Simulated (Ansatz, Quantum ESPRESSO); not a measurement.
# BeAgF3 (Pm-3m): Raman and infrared activity, part 2 of 3

Wanted: vibrational spectra of BeAgF3 (Pm-3m) from linear and non-linear response.

Quantum ESPRESSO 8.0 development, patched; DFT LDA, scalar-relativistic, plane waves, PseudoDojo norm-conserving pseudopotentials.

So far. Step 2 (A probe with smearing): A gap of 2.2 eV opens on this mesh, so the crystal is taken as an insulator; the start stands at 17 GPa. Step 4 (Ground state): The cell stands at 0.011 GPa, close enough for phonons. The relaxed cell has a = 3.564 Å (conventional setting).

The structure was built from a prototype and need not be the compound's stable phase.

### 5. Zone-centre response

At q = 0 one unit cell holds all displacements; symmetry groups them into irreducible representations that are solved one by one. The response to a field gives ε∞ and the Born charges, which polar modes need. Third-order response adds the Raman tensors.

Contents of ph.in:

```
phonons
&inputph
   prefix = 'x'
   outdir = './tmp'
   fildyn = 'g.dyn'
   tr2_ph = 1.0d-18
   epsil = .true.
   lraman = .true.
   elop = .true.
/
0.000000000000 0.000000000000 0.000000000000
```

On the command line:

```bash
$ OMP_NUM_THREADS=1 mpirun -n 4 ph.x -nk 4 -in ph.in > ph.out
```

The log of the run:

```text
[banners, grids, parts of the stress and lines that vanish by symmetry left out]
[banner, memory and clock lines left out]
Program PHONON v.8.0dev

[...]
(   1q-points):
[...]
Exchange-correlation= PW
                           (   1   4   0   0   0   0   0)
[...]
kinetic-energy cut-off    =      88.0000  Ry
     charge density cut-off    =     352.0000  Ry
     convergence threshold     =      1.0E-18
[...]
Exchange-correlation= PW
                           (   1   4   0   0   0   0   0)
[...]
q = (   0.0000000   0.0000000   0.0000000 )
     49 Sym.Ops. (with q -> -q+G )
     G cutoff =  404.3853  (  34049 G-vectors)     FFT grid: ( 45, 45, 45)
     number of k points=    35
[...]
Mode symmetry, O_h (m-3m)  point group:
[...]
Dielectric constant
[...]
End of electric fields calculation
          Dielectric constant in cartesian axis
          (       3.169034827       0.000000000       0.000000000 )
          (       0.000000000       3.169034827       0.000000000 )
          (       0.000000000       0.000000000       3.169034827 )
          Effective charges (d Force / dE) in cartesian axis without acoustic sum rule applied (asr)
           atom    1  Ag    Mean Z*:        1.55189
      Ex  (        1.55189        0.00000        0.00000 )
      Ey  (        0.00000        1.55189        0.00000 )
      Ez  (        0.00000        0.00000        1.55189 )
           atom    2  Be    Mean Z*:        2.32979
      Ex  (        2.32979        0.00000        0.00000 )
      Ey  (        0.00000        2.32979        0.00000 )
      Ez  (        0.00000        0.00000        2.32979 )
           atom    3  F     Mean Z*:       -1.29389
      Ex  (       -1.16245        0.00000        0.00000 )
      Ey  (        0.00000       -1.16245        0.00000 )
      Ez  (        0.00000        0.00000       -1.55676 )
           atom    4  F     Mean Z*:       -1.29389
      Ex  (       -1.16245        0.00000        0.00000 )
      Ey  (        0.00000       -1.55676        0.00000 )
      Ez  (        0.00000        0.00000       -1.16245 )
           atom    5  F     Mean Z*:       -1.29389
      Ex  (       -1.55676        0.00000        0.00000 )
      Ey  (        0.00000       -1.16245        0.00000 )
      Ez  (        0.00000        0.00000       -1.16245 )
          Effective charges Sum: Mean:        0.00001
[...]
Effective charges (d Force / dE) in cartesian axis with asr applied:
           atom    1  Ag    Mean Z*:        1.55189
[...]
atom    2  Be    Mean Z*:        2.32979
[...]
atom    3  F     Mean Z*:       -1.29389
[...]
atom    4  F     Mean Z*:       -1.29389
[...]
atom    5  F     Mean Z*:       -1.29389
[...]
Dielectric constant from finite-differences
          (       3.169017676       0.000000000       0.000000000 )
          (       0.000000000       3.169017676       0.000000000 )
          (       0.000000000       0.000000000       3.169017676 )
[...]
(       0.000000000       0.000000000       0.000000000 )
          (       0.000000000       0.000000000       0.000000000 )
          (       0.000000000      -0.000000000       0.000000000 )
          (       0.000000000       0.000000000       0.000000000 )
          (       0.000000000       0.000000000       0.000000000 )
          (       0.000000000       0.000000000       0.000000000 )
          (       0.000000000      -0.000000000       0.000000000 )
          (      -0.000000000       0.000000000       0.000000000 )
[...]
(       0.000000000       0.000000000       0.000000000 )
          (      -0.000000000       0.000000000       0.000000000 )
          (       0.000000000       0.000000000       0.000000000 )
          (       0.000000000       0.000000000       0.000000000 )
          (       0.000000000       0.000000000       0.000000000 )
[...]
Representation #   1 modes #   1   2   3
[...]
End of self-consistent calculation
     Convergence has been achieved
     Representation #   2 modes #   4   5   6
[...]
End of self-consistent calculation
     Convergence has been achieved
     Representation #   3 modes #   7   8   9
[...]
End of self-consistent calculation
     Convergence has been achieved
     Representation #   4 modes #  10  11  12
[...]
End of self-consistent calculation
     Convergence has been achieved
     Representation #   5 modes #  13  14  15
[...]
End of self-consistent calculation
     Convergence has been achieved
[...]
Dielectric constant in cartesian axis
          (       3.169034827       0.000000000       0.000000000 )
          (       0.000000000       3.169034827       0.000000000 )
          (       0.000000000       0.000000000       3.169034827 )
          Effective charges (d Force / dE) in cartesian axis without acoustic sum rule applied (asr)
           atom    1  Ag    Mean Z*:        1.55189
      Ex  (        1.55189        0.00000        0.00000 )
      Ey  (        0.00000        1.55189        0.00000 )
      Ez  (        0.00000        0.00000        1.55189 )
           atom    2  Be    Mean Z*:        2.32979
      Ex  (        2.32979        0.00000        0.00000 )
      Ey  (        0.00000        2.32979        0.00000 )
      Ez  (        0.00000        0.00000        2.32979 )
           atom    3  F     Mean Z*:       -1.29389
      Ex  (       -1.16245        0.00000        0.00000 )
      Ey  (        0.00000       -1.16245        0.00000 )
      Ez  (        0.00000        0.00000       -1.55676 )
           atom    4  F     Mean Z*:       -1.29389
      Ex  (       -1.16245        0.00000        0.00000 )
      Ey  (        0.00000       -1.55676        0.00000 )
      Ez  (        0.00000        0.00000       -1.16245 )
           atom    5  F     Mean Z*:       -1.29389
      Ex  (       -1.55676        0.00000        0.00000 )
      Ey  (        0.00000       -1.16245        0.00000 )
      Ez  (        0.00000        0.00000       -1.16245 )
          Effective charges Sum: Mean:        0.00001
[...]
Effective charges (d Force / dE) in cartesian axis with asr applied:
           atom    1  Ag    Mean Z*:        1.55189
[...]
atom    2  Be    Mean Z*:        2.32979
[...]
atom    3  F     Mean Z*:       -1.29389
[...]
atom    4  F     Mean Z*:       -1.29389
[...]
atom    5  F     Mean Z*:       -1.29389
[...]
q = (    0.000000000   0.000000000   0.000000000 )
[...]
freq (    1) =      -6.666051 [THz] =    -222.355516 [cm-1]
     freq (    2) =      -6.666051 [THz] =    -222.355516 [cm-1]
     freq (    3) =      -6.666051 [THz] =    -222.355516 [cm-1]
     freq (    4) =       0.023583 [THz] =       0.786650 [cm-1]
     freq (    5) =       0.023583 [THz] =       0.786650 [cm-1]
     freq (    6) =       0.023583 [THz] =       0.786650 [cm-1]
     freq (    7) =       5.464165 [THz] =     182.264919 [cm-1]
     freq (    8) =       5.464165 [THz] =     182.264919 [cm-1]
     freq (    9) =       5.464165 [THz] =     182.264919 [cm-1]
     freq (   10) =       7.608989 [THz] =     253.808559 [cm-1]
     freq (   11) =       7.608989 [THz] =     253.808559 [cm-1]
     freq (   12) =       7.608989 [THz] =     253.808559 [cm-1]
     freq (   13) =      12.698440 [THz] =     423.574376 [cm-1]
     freq (   14) =      12.698440 [THz] =     423.574376 [cm-1]
     freq (   15) =      12.698440 [THz] =     423.574376 [cm-1]
[...]
Mode symmetry, O_h (m-3m)  point group:
     freq (   1-   3) =       -222.4  [cm-1]   --> T_1u G_15  G_4- I
     freq (   4-   6) =          0.8  [cm-1]   --> T_1u G_15  G_4- I
     freq (   7-   9) =        182.3  [cm-1]   --> T_1u G_15  G_4- I
     freq (  10-  12) =        253.8  [cm-1]   --> T_2u G_25  G_5-
     freq (  13-  15) =        423.6  [cm-1]   --> T_1u G_15  G_4- I
```

Elapsed: 40 min, on 4 MPI ranks of Arm Neoverse V1, shared host; 2.7 h of CPU time.

Numbers from this step:

- miss of the charge sum rule: 2.00e-5 e
- largest acoustic frequency at the zone centre before the sum rule: 0.79 cm⁻¹
- highest optical zone-centre mode (no LO-TO term): 423.6 cm⁻¹
- lowest optical zone-centre mode: -222.4 cm⁻¹
- mean high-frequency dielectric constant: 3.169
- largest Born charge in size (third of the trace): 2.330 e

Born charge (rows field, columns displacement), before the sum rule (e), principal values of the symmetric part by kind of site:

```
atom  atoms with these values    low  middle   high   mean
 Ag1                        1   1.55    1.55   1.55   1.55
 Be2                        1   2.33    2.33   2.33   2.33
  F3                        3  -1.56   -1.16  -1.16  -1.29
```

In full for F3:

```
-1.16  0.00  0.00
 0.00 -1.16  0.00
 0.00  0.00 -1.56
```

High-frequency dielectric tensor:

```
3.17 0.00 0.00
0.00 3.17 0.00
0.00 0.00 3.17
```

The acoustic modes at Γ come out as far as 0.8 cm⁻¹ from zero, where they should vanish, a small numerical error; the Born charges miss their sum rule by 2.0e-5 e, which is good. The lowest optical mode is imaginary, 222i cm⁻¹, an instability at this level and on this k mesh.

### 6. Zone-centre analysis

A rigid shift of the crystal must cost nothing, but grids and finite bases break this; the acoustic sum rule is imposed before the matrix is diagonalised again. With Born charges the intensities follow; a static dielectric tensor has no meaning with imaginary modes.

Contents of dynmat.in:

```
&input
   fildyn = 'g.dyn'
   asr = 'simple'
   fileig = 'dynmat.eig'
   lperm = .true.
/
```

On the command line:

```bash
$ dynmat.x -in dynmat.in > dynmat.out
```

The log of the run:

```text
[banner, memory and clock lines left out]
Program DYNMAT v.8.0dev

     Reading Dynamical Matrix from file g.dyn
     ...Force constants read
     ...epsilon and Z* read
     ...Raman cross sections read
     A direction for q was not specified:TO-LO splitting will be absent

     Polarizability (A^3 units)
     multiply by 0.580379 for Clausius-Mossotti correction (not under assume_isolated = 'mt')
         7.812296    0.000000    0.000000
         0.000000    7.812296    0.000000
         0.000000    0.000000    7.812296

     IR activities are in (D/A)^2/amu units

# mode   [cm-1]    [THz]      IR
    1   -222.37   -6.6666   19.0537
    2   -222.37   -6.6666   19.0537
    3   -222.37   -6.6666   19.0537
    4      0.00    0.0000    0.0000
    5      0.00    0.0000    0.0000
    6      0.00    0.0000    0.0000
    7    182.26    5.4640    0.1167
    8    182.26    5.4640    0.1167
    9    182.26    5.4640    0.1167
   10    253.81    7.6090    0.0000
   11    253.81    7.6090    0.0000
   12    253.81    7.6090    0.0000
   13    423.57   12.6984    1.4651
   14    423.57   12.6984    1.4651
   15    423.57   12.6984    1.4651

Electronic dielectric permittivity tensor (relative, adimensional)
         3.169035    0.000000    0.000000
         0.000000    3.169035    0.000000
         0.000000    0.000000    3.169035

 ... with zone-center polar mode contributions
         3.719438    0.000000   -0.000000
        -0.000000    3.719438    0.000000
        -0.000000    0.000000    3.719438

[end of the log left out, with the tail of the file of modes that dynmat.x writes under the same name]
```

Elapsed: 0.47 s, on 1 thread.

Unit eigenvectors of the mass-weighted matrix after the sum rule; no LO-TO term. Modes at Γ, with each element's share of the kinetic energy (negative means imaginary):

```
mode  frequency (cm⁻¹)  Ag %  Be %  F %
   1            -222.4     1    66   33
   2            -222.4     1    66   33
   3            -222.4     1    66   33
   4               0.0    62     5   33
   5               0.0    62     5   33
   6               0.0    62     5   33
   7             182.3    37    21   42
   8             182.3    37    21   42
   9             182.3    37    21   42
  10             253.8     0     0  100
  11             253.8     0     0  100
  12             253.8     0     0  100
  13             423.6     0     8   92
  14             423.6     0     8   92
  15             423.6     0     8   92
```

Displacements in mode 2 (-222.4 cm⁻¹), the largest set to 1:
```
Ag1  0.00  0.00  0.04
Be2 -0.07  0.04  1.00
F3   0.01  0.00 -0.46
F4   0.01 -0.02 -0.11
F5   0.03  0.00 -0.11
```

Displacements in mode 10 (253.8 cm⁻¹), the largest set to 1:
```
Ag1  0.00  0.00  0.00
Be2  0.00  0.00  0.00
F3  -0.01  0.09  0.00
F4   0.01  0.00  1.00
F5   0.00 -0.09 -1.00
```

Degenerate modes summed, no LO-TO term; imaginary modes left out. Lines of the infrared spectrum (strongest = 100):

```
position (cm⁻¹)  lines merged  IR intensity, relative
            182             3                     8.0
            254             3                     0.0
            424             3                     100
```

The rule moves no optical mode by more than 0.1 cm⁻¹.

### 7. Sum rules set otherwise: a sum rule for molecules or wires on a crystal

This rule also removes rotations, which suits wires and not a crystal; it is tried to see the harm.

Contents of dynmat.in:

```
&input
   fildyn = 'g.dyn'
   asr = 'one-dim'
   fileig = 'dynmat.eig'
   lperm = .true.
/
```

On the command line:

```bash
$ dynmat.x -in dynmat.in > dynmat.out
```

The log of the run:

```text
[banner, memory and clock lines left out]
Program DYNMAT v.8.0dev

     Reading Dynamical Matrix from file g.dyn
     ...Force constants read
     ...epsilon and Z* read
     ...Raman cross sections read
asr rotation axis in 1D system=    3
     Acoustic Sum Rule: || Z*(ASR) - Z*(orig)|| =    1.079467E-05
     Acoustic Sum Rule: ||dyn(ASR) - dyn(orig)||=    1.276432E-01
     Message from routine dynmat:
     WARNING: the charges keep any dipole. Ignore the strengths of the modes set to zero; with q typed a rigid rotation may get a frequency
     A direction for q was not specified:TO-LO splitting will be absent

     Polarizability (A^3 units)
     multiply by 0.580379 for Clausius-Mossotti correction (not under assume_isolated = 'mt')
         7.812296    0.000000    0.000000
         0.000000    7.812296    0.000000
         0.000000    0.000000    7.812296

     IR activities are in (D/A)^2/amu units

# mode   [cm-1]    [THz]      IR
    1   -222.36   -6.6661   19.0537
    2   -222.36   -6.6661   19.0537
    3   -219.84   -6.5906   19.3334
    4     -0.00   -0.0000    0.0002
    5      0.00    0.0000    0.0159
    6      0.00    0.0000    0.0005
    7      0.00    0.0000    0.0854
    8    182.26    5.4640    0.1167
    9    182.26    5.4640    0.1167
   10    222.57    6.6726    0.0992
   11    253.81    7.6090    0.0000
   12    253.81    7.6090    0.0000
   13    392.61   11.7702    1.1009
   14    423.57   12.6984    1.4652
   15    423.57   12.6984    1.4652

Electronic dielectric permittivity tensor (relative, adimensional)
         3.169035    0.000000    0.000000
         0.000000    3.169035    0.000000
         0.000000    0.000000    3.169035

 ... with zone-center polar mode contributions
         3.659676    0.059685   -0.000000
         0.059685    3.659676    0.000000
        -0.000000    0.000000    3.719361

[end of the log left out, with the tail of the file of modes that dynmat.x writes under the same name]
```

The job ended after 0.45 s (1 thread).

The program raised no error, yet the settings are not those of a careful run.

The fault: a sum rule for molecules or wires on a crystal; 1 optical mode is projected out to zero frequency, as if it were a rotation.

For a crystal the rule has to be 'simple' or 'crystal'.

Zone-centre frequencies as printed; negative means imaginary. Modes:

```
mode  frequency (cm⁻¹)
   1            -222.4
   2            -222.4
   3            -219.8
   4                 0
   5                 0
   6                 0
   7                 0
   8             182.3
   9             182.3
  10             222.6
  11             253.8
  12             253.8
  13             392.6
  14             423.6
  15             423.6
```

### 8. Modes along a direction of q (1 0 0)

A longitudinal polar mode sets up a macroscopic field that stiffens it; the term hangs on the direction from which q goes to zero.

Contents of dynmat.in:

```
&input
   fildyn = 'g.dyn'
   asr = 'simple'
   fileig = 'dynmat.eig'
   q(1) = 1.0
   q(2) = 0.0
   q(3) = 0.0
/
```

On the command line:

```bash
$ dynmat.x -in dynmat.in > dynmat.out
```

The log of the run:

```text
[banner, memory and clock lines left out]
Program DYNMAT v.8.0dev

     Reading Dynamical Matrix from file g.dyn
     ...Force constants read
     ...epsilon and Z* read
     ...Raman cross sections read

     Polarizability (A^3 units)
     multiply by 0.580379 for Clausius-Mossotti correction (not under assume_isolated = 'mt')
         7.812296    0.000000    0.000000
         0.000000    7.812296    0.000000
         0.000000    0.000000    7.812296

     IR activities are in (D/A)^2/amu units

# mode   [cm-1]    [THz]      IR
    1   -222.37   -6.6666   19.0537
    2   -222.37   -6.6666   19.0537
    3     -0.00   -0.0000    0.0000
    4     -0.00   -0.0000    0.0000
    5      0.00    0.0000    0.0000
    6    180.19    5.4018    0.0216
    7    182.26    5.4640    0.1167
    8    182.26    5.4640    0.1167
    9    253.81    7.6090    0.0000
   10    253.81    7.6090    0.0000
   11    253.81    7.6090    0.0000
   12    371.61   11.1406    3.2064
   13    423.57   12.6984    1.4651
   14    423.57   12.6984    1.4651
   15    547.24   16.4057   17.4075

[end of the log left out, with the tail of the file of modes that dynmat.x writes under the same name]
```

Run time: 0.45 s. Hardware: 1 thread.

This step gave:

* highest mode moved by the LO-TO term: 547.2 cm⁻¹

Zone-centre frequencies as printed; negative means imaginary. Modes:

```
mode  frequency (cm⁻¹)
   1            -222.4
   2            -222.4
   3                 0
   4                 0
   5                 0
   6             180.2
   7             182.3
   8             182.3
   9             253.8
  10             253.8
  11             253.8
  12             371.6
  13             423.6
  14             423.6
  15             547.2
```

The field moves 3 modes; the highest of them now lies at 547 cm⁻¹, where the highest that moved away lay at 424.

(Part 2 of 3 ends here.)

[Host names and launcher messages were left out of these logs when they were recorded.]

[Logs are printed without paths, hosts, clocks, repeated set-up lines and the standing remarks that a program may print on its own settings, such as how far it seeks lower states.]

[Hosts, paths, dates, database ids (printed as entryN), source tags and the programs' standing remarks are cut or masked in the printed files.]
